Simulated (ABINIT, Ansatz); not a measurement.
# CaAgF3 (Pm-3m): zone-centre phonons

Aim: the zone-centre modes of CaAgF3 (Pm-3m).

Method: DFT PBE, scalar-relativistic, plane waves, SPMS norm-conserving pseudopotentials, in ABINIT 10.8.3.

The structure was built from a prototype and need not be the compound's stable phase.

## Step 1: The starting structure

It takes space group Pm-3m (No. 221, cubic). Conventional cell: a = 4.567 Å, b = 4.567 Å, c = 4.567 Å, α = 90.00°, β = 90.00°, γ = 90.00°. Nearest to Ag lie 12 F at 3.23 Å. Ca has 6 F at 2.28 Å nearest. Nearest to F lie 2 Ca at 2.28 Å. Farther neighbours and most contacts between anions are not listed.

Structure file:

```cif
data_structure
_symmetry_space_group_name_H-M 'Pm-3m'
_symmetry_Int_Tables_number 221
_cell_length_a 4.5668
_cell_length_b 4.5668
_cell_length_c 4.5668
_cell_angle_alpha 90.000
_cell_angle_beta 90.000
_cell_angle_gamma 90.000
_cell_volume 95.24
loop_
_atom_site_label
_atom_site_type_symbol
_atom_site_symmetry_multiplicity
_atom_site_Wyckoff_symbol
_atom_site_fract_x
_atom_site_fract_y
_atom_site_fract_z
_atom_site_occupancy
Ag1 Ag 1 a 0.00000 0.00000 0.00000 1
Ca1 Ca 1 b 0.50000 0.50000 0.50000 1
F1 F 3 c 0.50000 0.50000 0.00000 1
```

## Step 2: A probe with smearing

A first run with smearing and empty bands tells whether the crystal has a gap, which decides between fixed occupations and smearing later on.

probe.abi

```
# ground state
tolvrs 1.0d-08
prtden 1
prtwf 1

# basis, mesh and filling
ecut 40.0
ngkpt 4 4 4
nshiftk 1
shiftk 0.0 0.0 0.0
istwfk *1
occopt 7
tsmear 0.005
nband 35
nstep 100
diemac 9.0
prtebands 0
prtgsr 0
useylm 1

# cell and atoms
acell 3*1.0 Angstrom
rprim 
    4.5668 0.0 0.0
    0.0 4.5668 0.0
    0.0 0.0 4.5668
ntypat 3
znucl 47 20 9
natom 5
typat 1 2 3 3 3
xred 
    0.0 0.0 0.0
    0.5 0.5 0.5
    0.5 0.5 0.0
    0.5 0.0 0.5
    0.0 0.5 0.5
pp_dirpath "./pseudo"
pseudos "Ag.psp8, Ca.psp8, F.psp8"
```

Launch:

```console
$ OMP_NUM_THREADS=1 mpirun -n 4 abinit probe.abi > probe.log
```

Numbers of over 12 decimals in the logs are rounded to 6 here.

probe.abo, the main output file:

```text
[banners, grids, parts of the stress and lines that vanish by symmetry left out]
- input  file    -> probe.abi
- output file    -> probe.abo
- root for input  files -> probei
[...]
Symmetries : space group Pm -3 m (#221); Bravais cP (primitive cubic)
[...]
mpw =        7812          nfft =      125000          nkpt =          10
[...]
== DATASET  1 ==================================================================
[...]
cutoff_energies: {ecut:  40.0, pawecutdg:  -1.0, }
[...]
Exchange-correlation functional for the present dataset will be:
  GGA: Perdew-Burke-Ernzerhof functional - ixc=11
[...]
ETOT  1  -261.07995769709    -2.611E+02 8.553E-02 2.546E+03
 ETOT  2  -261.18113872267    -1.012E-01 1.336E-02 1.299E+03
 ETOT  3  -261.58309826556    -4.020E-01 1.229E-02 2.265E+02
 ETOT  4  -261.63451163399    -5.141E-02 1.636E-03 2.402E+01
 ETOT  5  -261.63683407708    -2.322E-03 2.679E-04 8.174E-01
[...]
ETOT 11  -261.63696847175    -8.458E-11 1.565E-04 1.681E-08
 ETOT 12  -261.63696847172     2.933E-11 6.191E-04 1.328E-10
 At SCF step   12       vres2   =  1.33E-10 < tolvrs=  1.00E-08 =>converged.
[...]
sigma(1 1)=  1.46550354E-04  sigma(3 2)=  0.00000000E+00
  sigma(2 2)=  1.46550354E-04  sigma(3 1)=  0.00000000E+00
  sigma(3 3)=  1.46550354E-04  sigma(2 1)=  0.00000000E+00
[...]
convergence: {deltae:  2.933E-11, res2:  1.328E-10, residm:  6.191E-04, diffor: null, }
etotal    :  -2.61636968E+02
[...]
sigma(1 1)=  1.46550354E-04  sigma(3 2)=  0.00000000E+00
  sigma(2 2)=  1.46550354E-04  sigma(3 1)=  0.00000000E+00
  sigma(3 3)=  1.46550354E-04  sigma(2 1)=  0.00000000E+00
[...]
- sigma(1 1)=  4.31166027E+00  sigma(3 2)=  0.00000000E+00
- sigma(2 2)=  4.31166027E+00  sigma(3 1)=  0.00000000E+00
- sigma(3 3)=  4.31166027E+00  sigma(2 1)=  0.00000000E+00
[...]
fcart     -0.0000000000E+00 -0.0000000000E+00 -0.0000000000E+00
           strten      1.4655035377E-04  1.4655035377E-04  1.4655035377E-04
================================================================================

[key lines of the parts left out:]
pressure_GPa:  -4.3117E+00
```

Run time: 38 s. Hardware: 4 MPI ranks of Arm Neoverse V1, shared host; 2.6 min of CPU time.

This step gave:

* volume per atom: 19.05 Å³
* pressure: -4.312 GPa
* gap on the k-mesh: 2.342 eV

A gap of 2.3 eV opens on this mesh, so the crystal is taken as an insulator; the printed pressure holds the stress of the finite basis too.

## Step 3: Rough relaxation

The typed start is rough, so a first relaxation with smearing and loose thresholds takes it towards rest cheaply.

prerelax.abi

```
# relaxation
ionmov 2
optcell 2
dilatmx 1.15
chkdilatmx 0
ntime 40
tolmxf 3.0d-04
tolvrs 1.0d-10
prtwf 0
prtden 0
chksymtnons 0

# basis, mesh and filling
ecut 40.0
ecutsm 3.0
ngkpt 4 4 4
nshiftk 1
shiftk 0.0 0.0 0.0
istwfk *1
occopt 7
tsmear 0.005
nband 35
nstep 100
diemac 9.0
prtebands 0
prtgsr 0
useylm 1

# cell and atoms
acell 3*1.0 Angstrom
rprim 
    4.5668 0.0 0.0
    0.0 4.5668 0.0
    0.0 0.0 4.5668
ntypat 3
znucl 47 20 9
natom 5
typat 1 2 3 3 3
xred 
    0.0 0.0 0.0
    0.5 0.5 0.5
    0.5 0.5 0.0
    0.5 0.0 0.5
    0.0 0.5 0.5
pp_dirpath "./pseudo"
pseudos "Ag.psp8, Ca.psp8, F.psp8"
```

Launch:

```console
$ OMP_NUM_THREADS=1 mpirun -n 4 abinit prerelax.abi > prerelax.log
```

prerelax.abo, the main output file:

```text
[banners, grids, parts of the stress and lines that vanish by symmetry left out]
- input  file    -> prerelax.abi
- output file    -> prerelax.abo
- root for input  files -> prerelaxi
[...]
Symmetries : space group Pm -3 m (#221); Bravais cP (primitive cubic)
[...]
mpw =       11872          nfft =      216000          nkpt =          10
[...]
== DATASET  1 ==================================================================
[...]
cutoff_energies: {ecut:  40.0, pawecutdg:  -1.0, }
[...]
Exchange-correlation functional for the present dataset will be:
  GGA: Perdew-Burke-Ernzerhof functional - ixc=11
[...]
ETOT  1  -261.08048407603    -2.611E+02 1.007E-01 4.346E+03
 ETOT  2  -261.20668647539    -1.262E-01 1.351E-02 2.135E+03
 ETOT  3  -261.58379182042    -3.771E-01 6.850E-03 3.912E+02
 ETOT  4  -261.63436260206    -5.057E-02 6.418E-04 4.370E+01
[...]
ETOT 10  -261.64201444061    -9.607E-12 3.949E-08 2.147E-11
 At SCF step   10       vres2   =  2.15E-11 < tolvrs=  1.00E-10 =>converged.
[...]
sigma(1 1)=  9.31582353E-08  sigma(3 2)=  0.00000000E+00
  sigma(2 2)=  9.31582353E-08  sigma(3 1)=  0.00000000E+00
  sigma(3 3)=  9.31582353E-08  sigma(2 1)=  0.00000000E+00
[...]
convergence: {deltae: -9.607E-12, res2:  2.147E-11, residm:  3.949E-08, diffor: null, }
etotal    :  -2.61642014E+02
[...]
At Broyd/MD step   5, gradients are converged :
[...]
sigma(1 1)=  9.31582353E-08  sigma(3 2)=  0.00000000E+00
  sigma(2 2)=  9.31582353E-08  sigma(3 1)=  0.00000000E+00
  sigma(3 3)=  9.31582353E-08  sigma(2 1)=  0.00000000E+00
[...]
- sigma(1 1)=  2.74080991E-03  sigma(3 2)=  0.00000000E+00
- sigma(2 2)=  2.74080991E-03  sigma(3 1)=  0.00000000E+00
- sigma(3 3)=  2.74080991E-03  sigma(2 1)=  0.00000000E+00
[...]
fcart     -0.0000000000E+00 -0.0000000000E+00 -0.0000000000E+00
           strten      9.3158235306E-08  9.3158235303E-08  9.3158235294E-08
================================================================================

[key lines of the parts left out:]
pressure_GPa:  -2.7408E-03
Total energy (etotal) [Ha]= -2.61642014440612E+02
```

It took 4.6 min on 4 MPI ranks.

The steps of the relaxation:

```csv
step,energy less that of the first step (eV),largest force (eV/Å),volume (Å³)
1,0.0000,0.0000,95.24
2,-0.0318,0.0000,94.00
3,-0.1348,0.0000,84.50
4,-0.1384,0.0000,86.06
5,-0.1385,0.0000,85.87
```

```
conventional cell, symmetrised  before  after  change
                         a (Å)   4.567  4.412  -3.4 %
                         b (Å)   4.567  4.412  -3.4 %
                         c (Å)   4.567  4.412  -3.4 %
              volume (Å³/atom)   19.05  17.17  -9.8 %
```

Final coordinates:

```cif
data_structure
_symmetry_space_group_name_H-M 'P 1'
_symmetry_Int_Tables_number 1
_cell_length_a 4.4118
_cell_length_b 4.4118
_cell_length_c 4.4118
_cell_angle_alpha 90.000
_cell_angle_beta 90.000
_cell_angle_gamma 90.000
_cell_volume 85.87
loop_
_atom_site_label
_atom_site_type_symbol
_atom_site_fract_x
_atom_site_fract_y
_atom_site_fract_z
_atom_site_occupancy
Ag1 Ag 0.00000 0.00000 0.00000 1
Ca2 Ca 0.50000 0.50000 0.50000 1
F3 F 0.50000 0.50000 0.00000 1
F4 F 0.50000 0.00000 0.50000 1
F5 F 0.00000 0.50000 0.50000 1
```

Numbers from this step:

| Property | Result |
| --- | --- |
| volume per atom | 17.17 Å³ |
| pressure | -0.002741 GPa |
| gap on the k-mesh | 2.391 eV |

The volume changes by -9.8 % in this run and stands -9.8 % from the first cell.

## Step 4: Relaxing the cell and atoms

The harmonic expansion needs vanishing forces, and a free crystal bears no stress, so cell and atoms are brought to rest. Stress is more sensitive to the basis than forces are: the last 3 Ha under the cutoff are smoothed with ecutsm, and the cutoff is raised above that of the later runs.

relax.abi

```
# relaxation
ionmov 2
optcell 2
dilatmx 1.08
ntime 40
tolmxf 1.0d-05
tolvrs 1.0d-14
prtwf 0
prtden 0
chksymtnons 0

# basis, mesh and filling
ecut 49.0
ecutsm 3.0
ngkpt 4 4 4
nshiftk 1
shiftk 0.0 0.0 0.0
istwfk *1
occopt 1
nband 25
nstep 100
diemac 9.0
prtebands 0
prtgsr 0
useylm 1

# cell and atoms
acell 3*1.0 Angstrom
rprim 
    4.411757364 0.0 0.0
    0.0 4.411757364 0.0
    0.0 0.0 4.411757364
ntypat 3
znucl 47 20 9
natom 5
typat 1 2 3 3 3
xred 
    0.0 0.0 0.0
    0.5 0.5 0.5
    0.5 0.5 0.0
    0.5 0.0 0.5
    0.0 0.5 0.5
pp_dirpath "./pseudo"
pseudos "Ag.psp8, Ca.psp8, F.psp8"
```

Launch:

```console
$ OMP_NUM_THREADS=1 mpirun -n 4 abinit relax.abi > relax.log
```

relax.abo, the main output file:

```text
[banners, grids, parts of the stress and lines that vanish by symmetry left out]
- input  file    -> relax.abi
- output file    -> relax.abo
- root for input  files -> relaxi
[...]
Symmetries : space group Pm -3 m (#221); Bravais cP (primitive cubic)
[...]
mpw =       11992          nfft =      216000          nkpt =          10
[...]
== DATASET  1 ==================================================================
[...]
cutoff_energies: {ecut:  49.0, pawecutdg:  -1.0, }
[...]
Exchange-correlation functional for the present dataset will be:
  GGA: Perdew-Burke-Ernzerhof functional - ixc=11
[...]
ETOT  1  -256.19228660164    -2.562E+02 1.542E-01 5.870E+04
 ETOT  2  -254.64415739153     1.548E+00 4.681E-02 9.381E+04
 ETOT  3  -260.76949203361    -6.125E+00 1.885E-01 6.435E+03
 ETOT  4  -261.46318967132    -6.937E-01 3.352E-02 1.698E+03
 ETOT  5  -261.57503739194    -1.118E-01 1.987E-01 9.932E+02
[...]
ETOT 19  -261.64208049962     2.393E-11 1.418E-15 3.424E-12
 ETOT 20  -261.64208049963    -1.069E-11 1.451E-16 7.418E-15
 At SCF step   20       vres2   =  7.42E-15 < tolvrs=  1.00E-14 =>converged.
[...]
sigma(1 1)=  5.79504255E-08  sigma(3 2)=  0.00000000E+00
  sigma(2 2)=  5.79504255E-08  sigma(3 1)=  0.00000000E+00
  sigma(3 3)=  5.79504255E-08  sigma(2 1)=  0.00000000E+00
[...]
convergence: {deltae: -1.069E-11, res2:  7.418E-15, residm:  1.451E-16, diffor: null, }
etotal    :  -2.61642080E+02
[...]
At Broyd/MD step   1, gradients are converged :
[...]
sigma(1 1)=  5.79504255E-08  sigma(3 2)=  0.00000000E+00
  sigma(2 2)=  5.79504255E-08  sigma(3 1)=  0.00000000E+00
  sigma(3 3)=  5.79504255E-08  sigma(2 1)=  0.00000000E+00
[...]
- sigma(1 1)=  1.70496038E-03  sigma(3 2)=  0.00000000E+00
- sigma(2 2)=  1.70496038E-03  sigma(3 1)=  0.00000000E+00
- sigma(3 3)=  1.70496038E-03  sigma(2 1)=  0.00000000E+00
[...]
fcart     -0.0000000000E+00 -0.0000000000E+00 -0.0000000000E+00
           strten      5.7950425545E-08  5.7950425543E-08  5.7950425547E-08
================================================================================

[key lines of the parts left out:]
pressure_GPa:  -1.7050E-03
Total energy (etotal) [Ha]= -2.61642080499631E+02
```

Elapsed: 65 s, on 4 MPI ranks.

Little changed from the start: no atom moved by 0.005 Å and no cell edge by 0.1 %.

Numbers from this step:

```yaml
pressure: -0.001705 GPa
```

The volume changes by +0.0 % in this run and stands -9.8 % from the first cell.

## Step 5: Self-consistent run for the response

The response is built on these wavefunctions, so the potential is converged far more tightly than an energy would need.

gs.abi

```
# ground state
tolvrs 1.0d-16
prtden 1
prtwf 1

# basis, mesh and filling
ecut 40.0
ngkpt 4 4 4
nshiftk 1
shiftk 0.0 0.0 0.0
istwfk *1
occopt 1
nband 25
nstep 100
diemac 9.0
prtebands 0
prtgsr 0
useylm 1

# cell and atoms
acell 3*1.0 Angstrom
rprim 
    4.411757367 0.0 0.0
    0.0 4.411757367 0.0
    0.0 0.0 4.411757367
ntypat 3
znucl 47 20 9
natom 5
typat 1 2 3 3 3
xred 
    0.0 0.0 0.0
    0.5 0.5 0.5
    0.5 0.5 0.0
    0.5 0.0 0.5
    0.0 0.5 0.5
pp_dirpath "./pseudo"
pseudos "Ag.psp8, Ca.psp8, F.psp8"
```

Launch:

```console
$ OMP_NUM_THREADS=1 mpirun -n 4 abinit gs.abi > gs.log
```

gs.abo, the main output file:

```text
[banners, grids, parts of the stress and lines that vanish by symmetry left out]
- input  file    -> gs.abi
- output file    -> gs.abo
- root for input  files -> gsi
[...]
Symmetries : space group Pm -3 m (#221); Bravais cP (primitive cubic)
[...]
mpw =        7088          nfft =      110592          nkpt =          10
[...]
== DATASET  1 ==================================================================
[...]
cutoff_energies: {ecut:  40.0, pawecutdg:  -1.0, }
[...]
Exchange-correlation functional for the present dataset will be:
  GGA: Perdew-Burke-Ernzerhof functional - ixc=11
[...]
ETOT  1  -256.82395071100    -2.568E+02 1.088E-01 2.630E+04
 ETOT  2  -255.25792361988     1.566E+00 6.019E-02 4.224E+04
 ETOT  3  -260.66969037679    -5.412E+00 2.089E-01 3.665E+03
 ETOT  4  -261.39926772932    -7.296E-01 1.178E-01 8.130E+02
 ETOT  5  -261.58129875961    -1.820E-01 6.648E-02 3.529E+02
[...]
ETOT 23  -261.64205949002    -1.796E-11 7.162E-17 2.263E-16
 ETOT 24  -261.64205949002    -6.821E-13 3.283E-18 6.351E-18
 At SCF step   24       vres2   =  6.35E-18 < tolvrs=  1.00E-16 =>converged.
[...]
sigma(1 1)=  6.33270109E-07  sigma(3 2)=  0.00000000E+00
  sigma(2 2)=  6.33270109E-07  sigma(3 1)=  0.00000000E+00
  sigma(3 3)=  6.33270109E-07  sigma(2 1)=  0.00000000E+00
[...]
convergence: {deltae: -6.821E-13, res2:  6.351E-18, residm:  3.283E-18, diffor: null, }
etotal    :  -2.61642059E+02
[...]
sigma(1 1)=  6.33270109E-07  sigma(3 2)=  0.00000000E+00
  sigma(2 2)=  6.33270109E-07  sigma(3 1)=  0.00000000E+00
  sigma(3 3)=  6.33270109E-07  sigma(2 1)=  0.00000000E+00
[...]
- sigma(1 1)=  1.86314499E-02  sigma(3 2)=  0.00000000E+00
- sigma(2 2)=  1.86314499E-02  sigma(3 1)=  0.00000000E+00
- sigma(3 3)=  1.86314499E-02  sigma(2 1)=  0.00000000E+00
[...]
fcart     -0.0000000000E+00 -0.0000000000E+00 -0.0000000000E+00
           strten      6.3327010931E-07  6.3327010931E-07  6.3327010930E-07
================================================================================

[key lines of the parts left out:]
pressure_GPa:  -1.8631E-02
```

The job ended after 41 s (4 MPI ranks; 2.7 min of CPU time).

Read from the output:

```
pressure : -0.01863 GPa
```

The cell stands at -0.019 GPa, close enough for phonons.

## Step 6: The gap at rest

Empty bands on the ground state's density check that the gap assumed so far is there in this cell.

gap.abi

```
# empty bands on the ground state's density
iscf -2
getden_filepath "gso_DEN"
tolwfr 1.0d-12
nbdbuf 2
prtwf 0

# basis, mesh and filling
ecut 40.0
ngkpt 4 4 4
nshiftk 1
shiftk 0.0 0.0 0.0
istwfk *1
occopt 1
nband 29
nstep 100
diemac 9.0
prtebands 0
prtgsr 0
useylm 1

# cell and atoms
acell 3*1.0 Angstrom
rprim 
    4.411757367 0.0 0.0
    0.0 4.411757367 0.0
    0.0 0.0 4.411757367
ntypat 3
znucl 47 20 9
natom 5
typat 1 2 3 3 3
xred 
    0.0 0.0 0.0
    0.5 0.5 0.5
    0.5 0.5 0.0
    0.5 0.0 0.5
    0.0 0.5 0.5
pp_dirpath "./pseudo"
pseudos "Ag.psp8, Ca.psp8, F.psp8"
```

Launch:

```console
$ OMP_NUM_THREADS=1 mpirun -n 4 abinit gap.abi > gap.log
```

gap.abo, the main output file:

```text
[banners, grids, parts of the stress and lines that vanish by symmetry left out]
- input  file    -> gap.abi
- output file    -> gap.abo
- root for input  files -> gapi
[...]
Symmetries : space group Pm -3 m (#221); Bravais cP (primitive cubic)
[...]
mpw =        7088          nfft =      110592          nkpt =          10
[...]
== DATASET  1 ==================================================================
[...]
cutoff_energies: {ecut:  40.0, pawecutdg:  -1.0, }
[...]
Exchange-correlation functional for the present dataset will be:
  GGA: Perdew-Burke-Ernzerhof functional - ixc=11
[...]
-outvars: echo values of variables after computation
            acell      1.8897261259E+00  1.8897261259E+00  1.8897261259E+00 Bohr
================================================================================
```

It took 17 s on 4 MPI ranks.

In this cell the gap on the mesh is 2.4 eV, indirect (smallest direct 2.8 eV), so fixed occupations hold.

(Part 1 of 3 ends here.)

[Host names and launcher messages were left out of these logs when they were recorded.]

[Logs are printed without paths, hosts, clocks, repeated set-up lines and the standing remarks that a program may print on its own settings, such as how far it seeks lower states.]

[Hosts, paths, dates, database ids (printed as entryN), source tags and the programs' standing remarks are cut or masked in the printed files.]
